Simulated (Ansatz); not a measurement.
# BiPd (P6_3/mmc): phonon-mediated transition temperature, part 2 of 2

What Tc do the phonons of BiPd (P6_3/mmc) give, and how does it depend on μ*? The cell shown first is a relaxed one, from steps not shown here.

Ansatz 0.2.0; DFT PBEsol, scalar-relativistic, plane waves, PAW.

So far, log mean phonon energy ħω_log (meV): step 2 (electron–phonon run: q 3×3×2, k 6×6×4, scattering 8×8×8) 8.31.

### Step 3. Electron–phonon run: q 3×3×2, k 9×9×6, scattering 12×12×8

The next rung changes the k mesh of the density and its response; the scattering mesh, which samples the Fermi surface.

input.yaml reads:

```yaml
crystal:
  lattice:
    - [4.2576542658, 0.0, 0.0]
    - [-2.1288271329, 3.6872367547, 0.0]
    - [0.0, 0.0, 5.6248278959]
  atoms:
    - { symbol: Bi, position: [0.3333333333, 0.6666666667, 0.25] }
    - { symbol: Bi, position: [0.6666666667, 0.3333333333, 0.75] }
    - { symbol: Pd, position: [0.0, 0.0, 0.0] }
    - { symbol: Pd, position: [0.0, 0.0, 0.5] }
kpoints:
  mp_grid: { grid: [9, 9, 6] }
hamiltonian:
  xc: pbesol
scf:
  occupations: { method: methfessel_paxton, width: 0.2 }
output:
  eigenvalues: true
phonons:
  method: dfpt
  qmesh: [3, 3, 2]
  temperatures: { t_max: 1000, t_step: 50 }
  qpath:
    path:
      - [[0.0, 0.0, 0.0], [0.5, 0.0, 0.0], [0.33333333, 0.33333333, 0.0], [0.0, 0.0, 0.0], [0.0, 0.0, 0.5], [0.5, 0.0, 0.5], [0.33333333, 0.33333333, 0.5], [0.0, 0.0, 0.5]]
      - [[0.5, 0.0, 0.5], [0.5, 0.0, 0.0]]
      - [[0.33333333, 0.33333333, 0.5], [0.33333333, 0.33333333, 0.0]]
    npoints: 10
  electrical_resistivity:
    mesh: [12, 12, 8]
    temperatures: [20.0, 50.0, 80.0, 100.0, 150.0, 200.0, 273.0, 300.0, 400.0, 500.0, 600.0, 800.0]
  superconductivity: { mesh: [12, 12, 8] }
```

On the command line:

```
> ansatz run input.yaml --threads 8 --pin off --max-ram 16384MiB --backend cpu --events-out ev --progress --plain --runs-dir out
```

Numbers of over 12 decimals in the logs are rounded to 6 here.

The log of the run:

```text
[...]
Crystal: 4 atoms, lattice volume = 88.304 Å³
Basis set: ecut = 420 eV, 1741 PW (Γ), exchange–correlation on 60×60×80 points (8 copies of the dense FFT grid, shifted against one another)
Bands: 40, of which v1, the nominal top of the filled ones, is band 33 counted from 1 (32 counted from 0)
Symmetry: 24 space group operations
k-points: 48 of 486
[...]
SCF iter   1: F=—  HF=-38298.602622 eV  |F-HF|=—  |Δ(HF+E_count)|=         —  Δρ=7.77e-3  dr2=6.15e-2  ethr=1.77e-3  ⟨swp⟩=6.2  Hψ=7493  notcnv=0
[...]
SCF iter   9: F=-38298.591671 eV  HF=-38298.591671 eV  |F-HF|=7.28e-12  |Δ(HF+E_count)|=  7.28e-12  S|Δr|=    0.00e0  Δρ=2.85e-8  dr2=2.79e-13  ethr=1.00e-12  ⟨swp⟩=10.1  Hψ=9918  notcnv=0
SCF 1 converged in 9 iterations: F = -38298.591671 eV  dr2 = 2.79e-13
[...]
SCF iter   3: F=-38298.591671 eV  HF=-38298.591671 eV  |F-HF|=1.46e-11  |Δ(HF+E_count)|=  1.46e-11  S|Δr|=    0.00e0  Δρ=1.70e-7  dr2=6.75e-12  ethr=1.00e-12  ⟨swp⟩=3.8  Hψ=6461  notcnv=0
SCF 2 converged in 3 iterations: F = -38298.591671 eV  dr2 = 6.75e-12
[...]
NSCF: frozen V_eff on 48 k-points
[...]
SCF iter   1: F=—  HF=-38298.602622 eV  |F-HF|=—  |Δ(HF+E_count)|=         —  Δρ=7.77e-3  dr2=6.15e-2  ethr=1.77e-3  ⟨swp⟩=6.2  Hψ=7493  notcnv=0
[...]
SCF iter   9: F=-38298.591671 eV  HF=-38298.591671 eV  |F-HF|=7.28e-12  |Δ(HF+E_count)|=  7.28e-12  S|Δr|=    0.00e0  Δρ=2.85e-8  dr2=2.99e-13  ethr=1.00e-12  ⟨swp⟩=2.4  Hψ=3731  notcnv=0
SCF 3 converged in 9 iterations: F = -38298.591671 eV  dr2 = 2.99e-13
[...]
SCF converged after 9 iterations
[...]
Free energy (F): -38298.591671 eV
[...]
Internal energy: -38298.590548 eV  (E = F + TS)
E sigma→0 (E₀):  -38298.591390 eV
Entropy (-TS):   -0.001123 eV (-0.281 meV/atom)
Fermi energy:    14.855934 eV
Step filling:    the computed levels leave a gap of 0.0232 eV = 0.1 smearing widths at the electron count; against every level under it full and every level over it empty, smearing changes F+E_penalty+E_count by -3.297 meV and its σ→0 estimate by -3.017 meV
[...]
--- Band table (eV; the first three rows and the last of 48) ---
  k-point 0: bands = [... 29 lower, 12.9088, 15.0418, 15.7296, 15.7296, 17.7356, 17.9918, 17.9918, 18.0212, ... 3 higher]
  k-point 1: bands = [... 29 lower, 12.7206, 14.6766, 16.0197, 16.0197, 16.6859, 17.9256, 17.9256, 18.1345, ... 3 higher]
  k-point 2: bands = [... 29 lower, 12.3587, 14.0551, 15.1685, 16.6427, 16.6427, 17.6993, 17.6993, 19.0396, ... 3 higher]
  k-point 47: bands = [... 29 lower, 12.0596, 12.7707, 12.7707, 13.3268, 13.3268, 19.0282, 19.0282, 21.1970, ... 3 higher]
[...]
ASR residual: 1.516e-5 → 0.000e0 eV/Å²; symmetrization residual: 4.821e-7 eV/Å²
  ASR residual per site (eV/Å²): 1.28e-5 1.28e-5 1.52e-5 1.52e-5
[...]
--- Phonons (arbitrary-q DFPT): 6 irreducible q on the 3×3×2 mesh ---
[...]
interpolated dispersion: 93 rows × 12 modes
[...]
--- Electrical resistivity: potentials and phonons of a 3×3×2 supercell ---
[...]
at the Fermi level of each mesh (of a tensor a third of its trace):
[...]
12×12×8                     0.9820              6.9064    0.4843    0.4917           8.109
          6×6×4                     1.1451              6.6253    0.5578    0.5687           8.275
  resistivity on the deck's mesh, µΩ·cm:
[...]
20.00     1.5420e-1              no     1.4884e-1     1.4884e-1     1.6491e-1       2.0592e-1         1.6348e-1
     50.00      1.3308e0              no      1.2642e0      1.2642e0      1.4642e0        1.4418e0          1.3550e0
     80.00      2.7315e0              no      2.5818e0      2.5818e0      3.0311e0        2.8443e0          2.7522e0
    100.00      3.6411e0              no      3.4370e0      3.4370e0      4.0491e0        3.7601e0          3.6587e0
    150.00      5.8324e0              no      5.4989e0      5.4989e0      6.4995e0        5.9850e0          5.8451e0
    200.00      7.9627e0              no      7.5046e0      7.5046e0      8.8789e0        8.1593e0          7.9725e0
    273.00      1.1032e1              no      1.0396e1      1.0396e1      1.2303e1        1.1298e1          1.1038e1
    300.00      1.2162e1              no      1.1461e1      1.1461e1      1.3564e1        1.2454e1          1.2167e1
    400.00      1.6341e1              no      1.5399e1      1.5399e1      1.8225e1        1.6732e1          1.6342e1
    500.00      2.0526e1              no      1.9341e1      1.9341e1      2.2896e1        2.1015e1          2.0520e1
    600.00      2.4721e1              no      2.3289e1      2.3289e1      2.7584e1        2.5306e1          2.4705e1
    800.00      3.3147e1              no      3.1207e1      3.1207e1      3.7028e1        3.3924e1          3.3107e1
[...]
vibrations of 18 cells: unjudged by the run; compare a larger repeat
[...]
--- Superconductivity: potentials and phonons of a 3×3×2 supercell ---
           mesh         λ    ħω_log (meV)  μ* declared at (meV)
        12×12×8    0.4843           8.109               10.082
          6×6×4    0.5578           8.275               10.145
  λ by the species' shares of the modes' patterns: Bi 0.2856, Pd 0.1987
[...]
0.08      1.353         1.386         1.253         1.256         1.352         1.351          1.351
      0.10      1.005         1.027         0.902         0.903         0.994         0.992          0.992
      0.12      0.711         0.726         0.620         0.622         0.703         0.702          0.702
      0.13      0.586         0.597         0.504         0.506         0.581         0.581          0.581
      0.14      0.475         0.483         0.404         0.405         0.475         0.475          0.475
      0.16      0.293         0.298         0.246         0.247         0.304         0.305          0.304
      0.20      0.080         0.081    none_found    none_found         0.101         0.103          0.102
  none_found: no transition down to 0.1 K
[...]
not converged in the mesh (λ, the transition temperature): between neighbouring meshes, the two finest first, λ moves by 15.17 % and the anisotropic transition temperature over the full bandwidth at μ* = 0.13 by 101.97 %; converged means that the two finest part by at most 2.00 % and 5.00 %
  vibrations of 18 cells: unjudged by the run; compare a larger repeat
[...]
```

Elapsed: 11 min, on 8 threads of Arm Neoverse V2, shared host; peak memory 7.6 GiB.

Numbers from this step:

- zero point energy: 0.07252 eV/cell
- highest frequency, solved or plainly interpolated: 195.9 cm⁻¹
- Debye temperature (second moment): 196 K
- resistivity at 300 K: 12.16 μΩ cm, mean of the axes
- coupling constant λ: 0.4843
- density of states at the Fermi level: 0.982 states/eV a spin and cell
- log mean phonon energy ħω_log: 8.109 meV
- transport coupling constant λ_tr: 0.4858, 0.4858, 0.5035 (xx, yy, zz)
- Drude plasma energy: 7.055, 7.055, 6.6 eV (xx, yy, zz)
- resistivity times mean free path: 9.807, 9.807, 10.37 × 10⁻¹⁶ Ω m² (xx, yy, zz)
- second-moment phonon energy ħω₂: 10.08 meV

An empty cell: under 1 mK by a formula, or no transition down to the floor of the Eliashberg search. Transition temperatures:

```tsv
μ*	McMillan Tc (K)	Allen–Dynes Tc (K)	isotropic Fermi-surface Tc (K)	isotropic full bandwidth Tc (K)	anisotropic Fermi-surface Tc (K)	anisotropic full bandwidth Tc (K)	anisotropic narrow window Tc (K)
0.08	1.35	1.39	1.25	1.26	1.35	1.35	1.35
0.1	1	1.03	0.902	0.903	0.994	0.992	0.992
0.12	0.711	0.726	0.62	0.622	0.703	0.702	0.702
0.13	0.586	0.597	0.504	0.506	0.581	0.581	0.581
0.14	0.475	0.483	0.404	0.405	0.475	0.475	0.475
0.16	0.293	0.298	0.246	0.247	0.304	0.305	0.304
0.2	0.0803	0.0815	-	-	0.101	0.103	0.102
```

The Eliashberg function α²F has structure finer than the step of the table below, so its rows give means over 0.5 meV, whole bins alone (the curve runs from 0.095 to 24.1 meV). Peaks (meV: height): α²F 5.39: 0.334, 9.37: 0.260, 10.12: 0.195, 11.07: 0.452, 14.86: 0.264, 15.99: 0.177, 16.75: 0.18; α²F tr 5.39: 0.361, 9.37: 0.282, 10.12: 0.213, 11.07: 0.491, 14.86: 0.281, 15.99: 0.214, 16.75: 0.215.

Table of Eliashberg function α²F by phonon energy; means over each step:

```tsv
phonon energy (meV)	α²F	α²F tr
0.5	4.5e-5	0
1.0	3.8e-4	9.0e-5
1.5	0.00231	6.8e-4
2.0	0.00564	0.00223
2.5	0.00981	0.00529
3.0	0.0187	0.0122
3.5	0.0293	0.0210
4.0	0.0432	0.0336
4.5	0.0713	0.0609
5.0	0.156	0.152
5.5	0.296	0.324
6.0	0.232	0.268
6.5	0.146	0.158
7.0	0.139	0.144
7.5	0.132	0.140
8.0	0.102	0.109
8.5	0.0933	0.100
9.0	0.163	0.175
9.5	0.161	0.176
10.0	0.116	0.127
10.5	0.151	0.169
11.0	0.357	0.383
11.5	0.177	0.172
12.0	0.0371	0.0289
12.5	0.0649	0.0494
13.0	0.141	0.105
13.5	0.171	0.141
14.0	0.182	0.168
14.5	0.199	0.200
15.0	0.199	0.216
15.5	0.101	0.116
16.0	0.153	0.186
16.5	0.123	0.150
17.0	0.124	0.146
17.5	0.0329	0.0323
18.0	0.0252	0.0230
18.5	0.0235	0.0214
19.0	0.0214	0.0194
19.5	0.0209	0.0189
20.0	0.0205	0.0185
20.5	0.0207	0.0187
21.0	0.0210	0.0195
21.5	0.0203	0.0188
22.0	0.0216	0.0200
22.5	0.0234	0.0235
23.0	0.0277	0.0295
23.5	0.0332	0.0366
```

The Eliashberg function α²F has structure finer than the step of the table below, so its rows give means over 1 meV, whole bins alone (the curve runs from 0.095 to 24.1 meV). Peaks (meV: height): α²F 5.4: 0.334, 9.4: 0.260, 10.1: 0.195, 11.1: 0.452, 14.9: 0.264, 16.0: 0.177, 16.7: 0.18; Bi 5.4: 0.221, 9.4: 0.201, 10.1: 0.151, 11.1: 0.271, 14.9: 0.0729, 16.7: 0.065; Pd 5.4: 0.112, 9.4: 0.059, 10.1: 0.0438, 11.1: 0.180, 14.9: 0.191, 16.0: 0.115, 16.7: 0.115.

Eliashberg function α²F against phonon energy; means over each step:

```tsv
phonon energy (meV)	α²F	Bi	Pd
1	6.1e-4	3.8e-4	2.2e-4
2	0.00569	0.00379	0.00190
3	0.0187	0.0125	0.00622
4	0.0452	0.0301	0.0151
5	0.172	0.114	0.0576
6	0.233	0.156	0.0768
7	0.135	0.0930	0.0420
8	0.102	0.0708	0.0316
9	0.160	0.115	0.0441
10	0.124	0.0975	0.0269
11	0.279	0.196	0.0832
12	0.0561	0.0272	0.0289
13	0.131	0.0371	0.0936
14	0.182	0.0501	0.132
15	0.179	0.0522	0.127
16	0.130	0.0467	0.0835
17	0.105	0.0364	0.0683
18	0.0252	0.00515	0.0200
19	0.0216	0.00323	0.0184
20	0.0206	0.00228	0.0183
21	0.0208	0.00174	0.0190
22	0.0216	0.00139	0.0202
23	0.0288	0.00155	0.0273
```

Anisotropic full-bandwidth solution, weighted at the Fermi level. Gaps:

```tsv
mu*	T (K)	mean gap (meV)	5 % (meV)	95 % (meV)	mean Z
0.1	0.248	0.146	0.113	0.186	1.49
0.1	0.496	0.139	0.108	0.177	1.49
0.1	0.744	0.112	0.0867	0.143	1.49
0.1	0.893	0.0755	0.0585	0.0962	1.49
0.13	0.145	0.0842	0.0624	0.111	1.49
0.13	0.291	0.0801	0.0594	0.105	1.49
0.13	0.436	0.0642	0.0476	0.0842	1.49
0.13	0.523	0.0433	0.0321	0.0567	1.49
0.16	0.0762	0.0435	0.0304	0.059	1.49
0.16	0.152	0.0412	0.0289	0.056	1.49
0.16	0.229	0.033	0.0231	0.0447	1.49
0.16	0.274	0.0222	0.0155	0.03	1.49
```

Table of dTc/da2F by phonon energy:

```tsv
phonon energy (meV)	dTc/da2F (K/meV)
1.0	-
1.5	4.39
2.0	3.81
2.5	3.37
3.0	3.02
3.5	2.73
4.0	2.50
4.5	2.29
5.0	2.12
5.5	1.98
6.0	1.85
6.5	1.73
7.0	1.63
7.5	1.54
8.0	1.46
8.5	1.38
9.0	1.31
9.5	1.25
10.0	1.19
10.5	1.14
11.0	1.09
11.5	1.04
12.0	1.00
12.5	0.961
13.0	0.925
13.5	0.890
14.0	0.858
14.5	0.828
15.0	0.799
15.5	0.772
16.0	0.748
16.5	0.724
17.0	0.701
17.5	0.679
18.0	0.659
18.5	0.640
19.0	0.622
19.5	0.604
20.0	0.587
20.5	0.571
21.0	0.556
21.5	0.541
22.0	0.528
22.5	0.514
23.0	0.502
23.5	0.489
24.0	0.478
```

The share of the Fermi-level states by lambda of a state:

```tsv
lambda of a state	share of the Fermi-level states
0.324	0.0066
0.351	0.0409
0.377	0.0423
0.404	0.0367
0.431	0.106
0.457	0.230
0.484	0.143
0.511	0.208
0.537	0.114
0.564	0.0126
0.591	0.0028
0.617	0.0091
0.644	0
0.671	0.0146
0.697	0.0084
0.724	1.0e-4
0.751	0.0146
0.777	0.0099
0.804	0
0.831	0
0.857	0
0.884	0
0.911	0
0.937	0
```

### Step 4. Results

```
meshes                                 : q 3×3×2, k 9×9×6, scattering 12×12×8
coupling constant λ                    : 0.484
log mean phonon energy ħω_log          : 8.11 meV
Allen–Dynes Tc at μ* = 0.1             : 1.03 K
Allen–Dynes Tc at μ* = 0.13            : 0.597 K
anisotropic Eliashberg Tc at μ* = 0.1  : 0.992 K
anisotropic Eliashberg Tc at μ* = 0.13 : 0.581 K
```

**Reading.** In the last run (PBEsol, q 3×3×2, k 9×9×6, scattering 12×12×8), with λ = 0.48 and ħω_log = 8.11 meV, Tc at μ* = 0.13 is 0.59 K by McMillan's formula, 0.60 K by Allen and Dynes's and 0.58 K by the anisotropic Eliashberg equations. Raising μ* from 0.10 to 0.16 lowers the Allen–Dynes value from 1.0 to 0.30 K. The mean gap at a quarter of Tc gives 2Δ/k_B Tc = 3.36, against 3.53 in weak-coupling theory. The gap spreads from 0.062 to 0.11 meV over nine tenths of the Fermi surface. By the run's own test λ is not converged in the fine mesh: it moves by 15 % between the two finest. The run's transport test calls it not converged in the mesh; ρ(300 K) moves by 29 % in the component that moves most. Over the runs, λ takes the values 0.459 and 0.484, in the order shown. No spin–orbit coupling, which matters for Bi. μ* is a typed number, phonons are harmonic, and spin fluctuations are left out; at μ* = 0.13 McMillan's formula turns 1 % in λ into about 5.3 % in Tc.

[Logs are printed without paths, hosts, clocks, repeated set-up lines and the standing remarks that a program may print on its own settings, such as how far it seeks lower states.]

[Hosts, paths, dates, database ids (printed as entryN), source tags and the programs' standing remarks are cut or masked in the printed files.]
